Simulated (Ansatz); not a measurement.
# Br on Nb(110): change of the work function

Wanted: Δφ(θ) for Br/Nb(110), starting from the longbridge site.

Calculated with Ansatz 0.2.0; plane-wave DFT, PBE, Ansatz PAW.

### Step 1. Set-up

The cell holds 4 atoms: 4 Nb. Cell: a = 2.858 Å, b = 2.858 Å, c = 25.000 Å, α = 90.0°, β = 90.0°, γ = 70.5°. Vacuum lies along c.

### Step 2. The clean slab

The bare slab comes first, as the zero from which every change is counted. The two lowest layers are held at bulk places and the upper ones relax. The dipole correction removes the false field that a one-sided slab makes across the periodic vacuum, so each face gets a flat vacuum level of its own.

The input, input.yaml:

```yaml
crystal:
  lattice:
    - [2.3334523779, -1.65, 0.0]
    - [2.3334523779, 1.65, 0.0]
    - [0.0, 0.0, 25.0003571337]
  atoms:
    - { symbol: Nb, position: [0.0, 0.0, 0.3599948573] }
    - { symbol: Nb, position: [0.5, 0.5, 0.4533316191] }
    - { symbol: Nb, position: [0.0, 0.0, 0.5466683809] }
    - { symbol: Nb, position: [0.5, 0.5, 0.6400051427] }
kpoints:
  mp_grid: { grid: [11, 11, 1] }
hamiltonian:
  xc: pbe
scf:
  occupations: { method: fermi_dirac, width: 0.1 }
  convergence: { dr2_threshold: 1.0e-08 }
efield:
  axis: 3
  dipole_correction: true
  ramp_position: 0.97
  ramp_width: 0.06
relax:
  f_tol: 0.02
  max_steps: 60
  constraints: [{ sites: [0, 1] }]
output:
  write_potential: true
  write_density: true
  volumetric_format: npy
```

Command:

```
$ ansatz run input.yaml --threads 4 --pin off --max-ram 6144MiB --backend cpu --events-out ev --progress --plain --runs-dir out
```

Numbers of over 12 decimals in the logs are rounded to 6 here.

Output:

```text
Engine: ansatz 0.2.0, x86_64-unknown-linux-gnu
Pseudopotentials: kind: paw
Pseudopotential: Nb, paw, valence charge 13, recommended cutoff 420 eV (normal), Nb.paw.azcp
Functional definition: PBE
  parameter kappa = 0.804
  parameter beta = 0.066725
  exchange = pbe_x(kappa = kappa, mu = beta*pi^2/3)
  correlation = pbe_c(beta = beta)
Crystal: 4 atoms, lattice volume = 192.513 Å³
Basis set: ecut = 420 eV, 3769 PW (Γ), exchange–correlation on 40×40×360 points (8 copies of the dense FFT grid, shifted against one another)
Bands: 32, of which v1, the nominal top of the filled ones, is band 26 counted from 1 (25 counted from 0)
Symmetry: 4 space group operations
k-points: 36 of 121
Non-local potential: Nb, projectors of the file, l = 0: 3, l = 1: 2, l = 2: 2, l = 3: 1
PAW form: soft (Blöchl's): semilocal exchange-correlation on the pseudo side does not see the compensation charge
PAW one-centre angular grid: Nb, 590 points (default); XC on 64 Gauss nodes
Initial density: superposition of atomic densities (neutral atoms: chi_scale 0, normalization atom), corrected by the library's trained network
Initial wavefunctions: pseudopotential atomic-orbital guess
Functional: x = pbe(κ = 0.804, μ = 0.219515), c = pbe(β = 0.066725)
SCF iter   1: F=—  HF=-18207.305123 eV  |F-HF|=—  |Δ(HF+E_count)|=         —  Δρ=9.53e-3  dr2=3.20e0  ethr=1.77e-3  p=0.000 e·Å  D=1.20e-13 V/Å  ΔV_dip=-0.00 eV  dr2_dipole=2.46e-7  V_vac-E_F(+/−)=4.88/4.88 eV  ⟨swp⟩=7.8  Hψ=5511  notcnv=0
efield: sawtooth ramp at fractional position 0.9700 (set: `efield.ramp_position`, or a place that a band, a saddle search or an elastic batch's reference lends), width 0.0600; the density the first Hamiltonian is built on has a dipole p = 0.000 e·Å; the dipole correction subtracts the counter field D = 1.20e-13 V/Å, which shifts the + side's vacuum level by -0.00 eV against the − side's; the planar-averaged density in the ramp window peaks in size at 3.8e-6 e/Å³
preconditioner: auto → LDOS  [metal: Δε(μ)=0.027 eV  Ē_g=3.353 eV  σ=0.100 eV  W_gap=0.07  n_scr=16 (ndim 8)  ℏωp=12.0 eV  f_vac=0.550  D(μ)=5.55/eV (n_scr^D=18)  β→1.0]
SCF iter   2: F=—  HF=-18207.205435 eV  |F-HF|=—  |Δ(HF+E_count)|=   9.97e-2  Δρ=2.37e-3  dr2=4.31e-2  ethr=1.77e-3  p=0.000 e·Å  D=4.34e-5 V/Å  ΔV_dip=-0.00 eV  dr2_dipole=4.29e-7  V_vac-E_F(+/−)=4.52/4.53 eV  ⟨swp⟩=1.9  Hψ=1509  notcnv=0
SCF iter   3: F=—  HF=-18207.205953 eV  |F-HF|=—  |Δ(HF+E_count)|=   5.18e-4  Δρ=7.17e-4  dr2=6.64e-3  ethr=8.29e-5  p=0.000 e·Å  D=6.08e-6 V/Å  ΔV_dip=-0.00 eV  dr2_dipole=3.42e-9  V_vac-E_F(+/−)=4.55/4.55 eV  ⟨swp⟩=2.5  Hψ=1665  notcnv=0
SCF iter   4: F=—  HF=-18207.205758 eV  |F-HF|=—  |Δ(HF+E_count)|=   1.96e-4  Δρ=1.83e-4  dr2=1.15e-4  ethr=1.28e-5  p=0.000 e·Å  D=4.83e-6 V/Å  ΔV_dip=-0.00 eV  dr2_dipole=6.56e-11  V_vac-E_F(+/−)=4.53/4.53 eV  ⟨swp⟩=2.1  Hψ=1514  notcnv=0
SCF iter   5: F=—  HF=-18207.205760 eV  |F-HF|=—  |Δ(HF+E_count)|=   2.12e-6  Δρ=4.39e-5  dr2=4.87e-6  ethr=2.20e-7  p=0.000 e·Å  D=1.77e-6 V/Å  ΔV_dip=-0.00 eV  dr2_dipole=1.41e-10  V_vac-E_F(+/−)=4.53/4.53 eV  ⟨swp⟩=2.9  Hψ=2026  notcnv=0
SCF iter   6: F=—  HF=-18207.205616 eV  |F-HF|=—  |Δ(HF+E_count)|=   1.44e-4  Δρ=1.62e-5  dr2=5.65e-7  ethr=9.37e-9  p=0.000 e·Å  D=9.61e-7 V/Å  ΔV_dip=-0.00 eV  dr2_dipole=1.33e-13  V_vac-E_F(+/−)=4.53/4.53 eV  ⟨swp⟩=2.6  Hψ=2134  notcnv=0
SCF iter   7: F=—  HF=-18207.205616 eV  |F-HF|=—  |Δ(HF+E_count)|=   3.90e-7  Δρ=5.69e-6  dr2=1.97e-7  ethr=1.09e-9  p=0.000 e·Å  D=3.12e-7 V/Å  ΔV_dip=-0.00 eV  dr2_dipole=5.25e-12  V_vac-E_F(+/−)=4.53/4.53 eV  ⟨swp⟩=2.5  Hψ=2112  notcnv=0
SCF iter   8: F=-18207.205616 eV  HF=-18207.205616 eV  |F-HF|=1.47e-8  |Δ(HF+E_count)|=   3.00e-8  Δρ=1.50e-6  dr2=6.77e-9  ethr=1.92e-11  p=0.000 e·Å  D=1.63e-7 V/Å  ΔV_dip=-0.00 eV  dr2_dipole=3.98e-13  V_vac-E_F(+/−)=4.53/4.53 eV  ⟨swp⟩=8.8  Hψ=9051  notcnv=0
SCF 1 converged in 8 iterations: F = -18207.205616 eV  dr2 = 6.77e-9
  greatest PAW one-centre occupation: 0.998 electrons in one spin orbital (limit 2), on the Nb atom at site 2 (counted from 0), in its partial waves of l = 0
relax step   1: F+E_penalty+E_count = -18207.20561635 eV  Δ(F+E_penalty+E_count) = +0.000e0 eV  max|allowed force component| = 4.320e-1 eV/Å  Δτ_max = 0.0000 Å  (8 SCF iters, accepted)
Initial density: handed on by an earlier stage of this run
Initial wavefunctions: those handed on with the density
iter 1 solved again at ethr=1.01e-3 eV; its pass at ethr=3.10e-3 eV (dr2=5.26e-1 eV) is discarded
SCF iter   1: F=—  HF=-18207.243012 eV  |F-HF|=—  |Δ(HF+E_count)|=         —  Δρ=7.87e-3  dr2=6.10e-1  ethr=1.01e-3  p=0.000 e·Å  D=4.72e-7 V/Å  ΔV_dip=-0.00 eV  dr2_dipole=3.47e-2  V_vac-E_F(+/−)=4.55/4.55 eV  ⟨swp⟩=1.3  Hψ=4218  notcnv=0
efield: sawtooth ramp at fractional position 0.9700 (set: `efield.ramp_position`, or a place that a band, a saddle search or an elastic batch's reference lends), width 0.0600; the density the first Hamiltonian is built on has a dipole p = 0.000 e·Å; the dipole correction subtracts the counter field D = 4.72e-7 V/Å, which shifts the + side's vacuum level by -0.00 eV against the − side's; the planar-averaged density in the ramp window peaks in size at 1.8e-6 e/Å³
preconditioner: auto → LDOS  [metal: Δε(μ)=0.025 eV  Ē_g=3.380 eV  σ=0.100 eV  W_gap=0.06  n_scr=16 (ndim 8)  ℏωp=12.0 eV  f_vac=0.554  D(μ)=5.05/eV (n_scr^D=16)  β→1.0]
SCF iter   2: F=—  HF=-18207.211276 eV  |F-HF|=—  |Δ(HF+E_count)|=   3.17e-2  Δρ=3.77e-3  dr2=9.41e-2  ethr=1.01e-3  p=0.009 e·Å  D=8.23e-3 V/Å  ΔV_dip=-0.21 eV  dr2_dipole=4.48e-3  V_vac-E_F(+/−)=4.33/4.54 eV  ⟨swp⟩=2.9  Hψ=1780  notcnv=0
SCF iter   3: F=—  HF=-18207.203974 eV  |F-HF|=—  |Δ(HF+E_count)|=   7.30e-3  Δρ=1.72e-3  dr2=2.63e-2  ethr=1.81e-4  p=0.003 e·Å  D=3.26e-3 V/Å  ΔV_dip=-0.08 eV  dr2_dipole=1.81e-6  V_vac-E_F(+/−)=4.46/4.54 eV  ⟨swp⟩=3.1  Hψ=2260  notcnv=0
SCF iter   4: F=—  HF=-18207.200350 eV  |F-HF|=—  |Δ(HF+E_count)|=   3.62e-3  Δρ=4.64e-4  dr2=2.02e-3  ethr=5.06e-5  p=0.004 e·Å  D=4.06e-3 V/Å  ΔV_dip=-0.10 eV  dr2_dipole=2.57e-5  V_vac-E_F(+/−)=4.44/4.54 eV  ⟨swp⟩=2.1  Hψ=1587  notcnv=0
SCF iter   5: F=—  HF=-18207.200203 eV  |F-HF|=—  |Δ(HF+E_count)|=   1.47e-4  Δρ=9.45e-5  dr2=5.42e-5  ethr=3.88e-6  p=0.005 e·Å  D=4.40e-3 V/Å  ΔV_dip=-0.11 eV  dr2_dipole=9.87e-7  V_vac-E_F(+/−)=4.43/4.54 eV  ⟨swp⟩=2.1  Hψ=1535  notcnv=0
SCF iter   6: F=—  HF=-18207.200210 eV  |F-HF|=—  |Δ(HF+E_count)|=   7.12e-6  Δρ=2.58e-5  dr2=4.52e-6  ethr=1.04e-7  p=0.005 e·Å  D=4.34e-3 V/Å  ΔV_dip=-0.11 eV  dr2_dipole=1.53e-6  V_vac-E_F(+/−)=4.43/4.53 eV  ⟨swp⟩=2.5  Hψ=1805  notcnv=0
[...]
SCF iter   2: F=—  HF=-18207.226470 eV  |F-HF|=—  |Δ(HF+E_count)|=   1.03e-2  Δρ=1.83e-3  dr2=2.03e-2  ethr=3.38e-4  p=-0.000 e·Å  D=-1.77e-4 V/Å  ΔV_dip=0.00 eV  dr2_dipole=3.52e-3  V_vac-E_F(+/−)=4.53/4.53 eV  ⟨swp⟩=2.1  Hψ=1701  notcnv=0
SCF iter   3: F=—  HF=-18207.225715 eV  |F-HF|=—  |Δ(HF+E_count)|=   7.55e-4  Δρ=9.16e-4  dr2=7.50e-3  ethr=3.91e-5  p=0.003 e·Å  D=2.41e-3 V/Å  ΔV_dip=-0.06 eV  dr2_dipole=6.14e-5  V_vac-E_F(+/−)=4.47/4.53 eV  ⟨swp⟩=3.2  Hψ=2217  notcnv=0
SCF iter   4: F=—  HF=-18207.224714 eV  |F-HF|=—  |Δ(HF+E_count)|=   1.00e-3  Δρ=3.13e-4  dr2=8.81e-4  ethr=1.44e-5  p=0.002 e·Å  D=2.02e-3 V/Å  ΔV_dip=-0.05 eV  dr2_dipole=1.89e-5  V_vac-E_F(+/−)=4.48/4.53 eV  ⟨swp⟩=2.1  Hψ=1544  notcnv=0
SCF iter   5: F=—  HF=-18207.224608 eV  |F-HF|=—  |Δ(HF+E_count)|=   1.05e-4  Δρ=8.07e-5  dr2=5.57e-5  ethr=1.69e-6  p=0.002 e·Å  D=1.75e-3 V/Å  ΔV_dip=-0.04 eV  dr2_dipole=4.86e-7  V_vac-E_F(+/−)=4.49/4.53 eV  ⟨swp⟩=2.3  Hψ=1579  notcnv=0
SCF iter   6: F=—  HF=-18207.224605 eV  |F-HF|=—  |Δ(HF+E_count)|=   2.98e-6  Δρ=1.70e-5  dr2=2.18e-6  ethr=1.07e-7  p=0.002 e·Å  D=1.74e-3 V/Å  ΔV_dip=-0.04 eV  dr2_dipole=4.27e-7  V_vac-E_F(+/−)=4.49/4.53 eV  ⟨swp⟩=2.2  Hψ=1677  notcnv=0
SCF iter   7: F=—  HF=-18207.224457 eV  |F-HF|=—  |Δ(HF+E_count)|=   1.48e-4  Δρ=4.37e-6  dr2=4.12e-8  ethr=4.20e-9  p=0.002 e·Å  D=1.73e-3 V/Å  ΔV_dip=-0.04 eV  dr2_dipole=3.00e-10  V_vac-E_F(+/−)=4.49/4.53 eV  ⟨swp⟩=2.4  Hψ=1943  notcnv=0
SCF iter   8: F=-18207.224457 eV  HF=-18207.224457 eV  |F-HF|=9.62e-9  |Δ(HF+E_count)|=   5.98e-8  Δρ=1.29e-6  dr2=3.01e-9  ethr=1.92e-11  p=0.002 e·Å  D=1.73e-3 V/Å  ΔV_dip=-0.04 eV  dr2_dipole=7.38e-13  V_vac-E_F(+/−)=4.49/4.53 eV  ⟨swp⟩=10.1  Hψ=8471  notcnv=0
SCF 3 converged in 8 iterations: F = -18207.224457 eV  dr2 = 3.01e-9
relax step   3: F+E_penalty+E_count = -18207.22445713 eV  Δ(F+E_penalty+E_count) = -1.884e-2 eV  max|allowed force component| = 2.341e-2 eV/Å  Δτ_max = 0.0571 Å  (8 SCF iters, accepted)
SCF iter   1: F=—  HF=-18207.224863 eV  |F-HF|=—  |Δ(HF+E_count)|=         —  Δρ=6.46e-4  dr2=5.72e-3  ethr=7.82e-5  p=0.002 e·Å  D=1.73e-3 V/Å  ΔV_dip=-0.04 eV  dr2_dipole=5.83e-4  V_vac-E_F(+/−)=4.49/4.53 eV  ⟨swp⟩=1.8  Hψ=1867  notcnv=0
efield: sawtooth ramp at fractional position 0.9700 (set: `efield.ramp_position`, or a place that a band, a saddle search or an elastic batch's reference lends), width 0.0600; the density the first Hamiltonian is built on has a dipole p = 0.002 e·Å; the dipole correction subtracts the counter field D = 1.73e-3 V/Å, which shifts the + side's vacuum level by -0.04 eV against the − side's; the planar-averaged density in the ramp window peaks in size at 8.6e-7 e/Å³
preconditioner: auto → LDOS  [metal: Δε(μ)=0.006 eV  Ē_g=3.328 eV  σ=0.100 eV  W_gap=0.01  n_scr=16 (ndim 8)  ℏωp=12.0 eV  f_vac=0.551  D(μ)=5.25/eV (n_scr^D=16)  β→1.0]
SCF iter   2: F=—  HF=-18207.224660 eV  |F-HF|=—  |Δ(HF+E_count)|=   2.04e-4  Δρ=1.62e-4  dr2=1.58e-4  ethr=1.10e-5  p=0.002 e·Å  D=2.09e-3 V/Å  ΔV_dip=-0.05 eV  dr2_dipole=6.48e-6  V_vac-E_F(+/−)=4.48/4.53 eV  ⟨swp⟩=1.1  Hψ=1442  notcnv=0
SCF iter   3: F=—  HF=-18207.224664 eV  |F-HF|=—  |Δ(HF+E_count)|=   4.48e-6  Δρ=8.67e-5  dr2=6.36e-5  ethr=3.05e-7  p=0.002 e·Å  D=1.85e-3 V/Å  ΔV_dip=-0.05 eV  dr2_dipole=6.17e-6  V_vac-E_F(+/−)=4.49/4.53 eV  ⟨swp⟩=3.5  Hψ=2378  notcnv=0
SCF iter   4: F=—  HF=-18207.224660 eV  |F-HF|=—  |Δ(HF+E_count)|=   4.41e-6  Δρ=1.98e-5  dr2=1.95e-6  ethr=1.22e-7  p=0.002 e·Å  D=1.91e-3 V/Å  ΔV_dip=-0.05 eV  dr2_dipole=6.76e-8  V_vac-E_F(+/−)=4.48/4.53 eV  ⟨swp⟩=2.1  Hψ=1571  notcnv=0
SCF iter   5: F=—  HF=-18207.224507 eV  |F-HF|=—  |Δ(HF+E_count)|=   1.52e-4  Δρ=5.15e-6  dr2=1.68e-7  ethr=3.76e-9  p=0.002 e·Å  D=1.90e-3 V/Å  ΔV_dip=-0.05 eV  dr2_dipole=2.14e-8  V_vac-E_F(+/−)=4.48/4.53 eV  ⟨swp⟩=2.3  Hψ=1863  notcnv=0
SCF iter   6: F=—  HF=-18207.224508 eV  |F-HF|=—  |Δ(HF+E_count)|=   6.32e-8  Δρ=1.87e-6  dr2=1.28e-8  ethr=3.23e-10  p=0.002 e·Å  D=1.89e-3 V/Å  ΔV_dip=-0.05 eV  dr2_dipole=2.73e-11  V_vac-E_F(+/−)=4.48/4.53 eV  ⟨swp⟩=2.4  Hψ=1817  notcnv=0
SCF iter   7: F=-18207.224508 eV  HF=-18207.224508 eV  |F-HF|=1.75e-9  |Δ(HF+E_count)|=   1.13e-8  Δρ=6.46e-7  dr2=1.63e-9  ethr=1.92e-11  p=0.002 e·Å  D=1.89e-3 V/Å  ΔV_dip=-0.05 eV  dr2_dipole=2.62e-10  V_vac-E_F(+/−)=4.48/4.53 eV  ⟨swp⟩=9.9  Hψ=7945  notcnv=0
SCF 4 converged in 7 iterations: F = -18207.224508 eV  dr2 = 1.63e-9
relax step   4: F+E_penalty+E_count = -18207.22450756 eV  Δ(F+E_penalty+E_count) = -5.043e-5 eV  max|allowed force component| = 6.365e-3 eV/Å  Δτ_max = 0.0102 Å  (7 SCF iters, accepted)
NSCF: frozen V_eff on 36 k-points
the band table was solved once a step of the walk had ended and its energy, with any forces and stress, was formed, with the checks that follow a solve (5507 applications of the Hamiltonian). They found nothing against the state; the energy, forces and stress were not computed again (output.eigenvalues in the input reference)
WARN: The output density's exchange-correlation potential varies sharply where the density is thin. Do not read a vacuum level from v_tot or v_xc, or from such a field of the output density. On a cell that repeats whose density bears no net charge and no dipole along the vacuum's axis use v_es (v_loc + v_h of the components); under efield.dipole_correction with no amplitude use v_es + v_field, which holds any externa [...]
SCF converged after 7 iterations
Free energy (F): -18207.224508 eV
Harris-Foulkes:  -18207.224508 eV  (|F-HF|=1.75e-9)
Internal energy: -18207.049825 eV  (E = F + TS)
E sigma→0 (E₀):  -18207.137166 eV
Entropy (-TS):   -0.174683 eV (-43.671 meV/atom)
Fermi energy:    4.002784 eV
Dipole field:    D = 0.001865 V/Å  (p = 0.001984 e·Å, saw-weighted, corrected)
Work function:   Φ+ = 4.4851 eV   Φ− = 4.5317 eV
Levels:          The Fermi level and band energies are counted from a zero that moves with the ramp; work functions are not
--- Per-component energies (eV) ---
  E_band       = -991.022646
  E_kinetic    = 1575.243253
  E_local      = -56409.947792  (includes V_loc(G=0)·N_el)
  E_nonlocal   = 481.652767
  E_hartree    = 27320.614951
  E_xc         = -699.426023
  E_vxc        = -848.092032  (∫ρ·V_xc dr)
  E_paw        = -12294.015018  (= ΣΔE_a)
  E_vpaw       = -431.108752  (= ΣTr[D̂ρ^β])
  E_aug_tail   = 0.000027  (compensation charges beyond the density's cutoff)
  E_efield     = 0.000002  (sawtooth field / dipole correction)
  E_vefield    = 0.000924  (∫n·V_field dr)
  E_ewald      = 21818.828008
  E_smearing   = -0.174683  (= −TS)
  E_closure    = 0.000000  (closes the sum)
  Σ components = -18207.224508   (vs F -18207.224508, Δ=0.00e0)
--- Forces (eV/Å), atoms counted from 1 ---
  atom   1  Nb     0.00000000     0.00000000     0.37911251
  atom   2  Nb     0.00000000     0.00000000    -0.38987357
  atom   3  Nb     0.00000000     0.00000000     0.00439640
  atom   4  Nb     0.00000000     0.00000000     0.00636464
  max |Σ_I F_I| component: 2.35e-8 eV/Å
--- Band table (eV; the first three rows and the last of 36) ---
  k-point 0: bands = [... 22 lower, 3.4633, 3.5103, 3.6844, 4.0713, 4.1754, 4.6362, 4.6630, 5.7048, ... 2 higher]
  k-point 1: bands = [... 22 lower, 3.3794, 3.4679, 3.6416, 3.9903, 4.2794, 4.3705, 4.7471, 5.2229, ... 2 higher]
  k-point 2: bands = [... 22 lower, 3.1658, 3.3250, 3.5708, 3.6814, 3.8095, 4.3389, 4.9238, 5.1158, ... 2 higher]
  k-point 35: bands = [... 22 lower, 2.5917, 3.3361, 3.6353, 5.2136, 5.4972, 6.3287, 6.4209, 6.6436, ... 2 higher]
--- Relaxed structure (4 steps of the walk, 3 accepted, 0 SCFs on fresh bases) ---
  F+E_penalty+E_count = -18207.22450756 eV   max|allowed force component| = 6.365e-3 eV/Å
  atoms:
    - { symbol: Nb, position: [0.0, 0.0, 0.359995] }
    - { symbol: Nb, position: [0.5, 0.5, 0.4533316191] }
    - { symbol: Nb, position: [0.0, 0.0, 0.547843] }
    - { symbol: Nb, position: [0.5, 0.5, 0.637312] }
```

Run time: 13 s. Hardware: 4 threads of AMD EPYC 7R43, shared host; peak memory 0.57 GiB; 49 s of CPU time.

Relaxation path:

```csv
step,energy less that of the first step (eV),largest force component (eV/Å)
1,0.0000,0.4320
2,0.0056,0.6145
3,-0.0188,0.0234
4,-0.0189,0.0064
```

Relaxation step 2 was tried and not accepted.

The run keeps the 4 symmetry operations that it works with, so distortions that break them were not tested.

The atoms that moved most (Å):

```csv
atom,dx,dy,dz,length
Nb4,0.000,0.000,-0.067,0.067
Nb3,0.000,0.000,0.029,0.029
```

This step gave:

| Item | Value |
| --- | --- |
| energy at zero smearing | -18207.1372 eV |
| work function, upper face | 4.485 eV |
| work function, lower face | 4.532 eV |
| dipole along the normal | 0.001984 e·Å |
| step between the vacuum levels | -0.04661 eV |

Running mean over 2.333 Å of the planar mean; the ramp of the sawtooth is left out. Table of electron's electrostatic potential energy less the Fermi level by z:

```csv
z (Å),electron's electrostatic potential energy less the Fermi level (eV)
3.5,4.53
4.0,4.53
4.5,4.53
5.0,4.51
5.5,4.47
6.0,4.34
6.5,3.95
7.0,2.79
7.5,-0.516
8.0,-5.86
8.5,-9.85
9.0,-11.0
9.5,-11.0
10.0,-10.9
10.5,-10.9
11.0,-10.9
11.5,-10.9
12.0,-10.8
12.5,-10.6
13.0,-10.7
13.5,-10.9
14.0,-11.2
14.5,-11.8
15.0,-11.9
15.5,-11.5
16.0,-11.1
16.5,-9.53
17.0,-5.17
17.5,0.0613
18.0,2.99
18.5,3.99
19.0,4.32
19.5,4.43
20.0,4.47
20.5,4.48
21.0,4.48
21.5,4.48
```

The relaxation took 4 steps and lowered the energy by 0.019 eV; the largest force on the free atoms ends at 0.0064 eV/Å.

The work function of the upper face is 4.49 eV.

(Continued in part 2 of 5.)

[Logs are printed without paths, hosts, clocks, repeated set-up lines and the standing remarks that a program may print on its own settings, such as how far it seeks lower states.]

[Hosts, paths, dates, database ids (printed as entryN), source tags and the programs' standing remarks are cut or masked in the printed files.]

[Maps of the electrostatic potential energy from Ansatz leave out the sawtooth potential of an applied field or a dipole correction, so their vacuum need not be flat; planar profiles and work functions include it.]
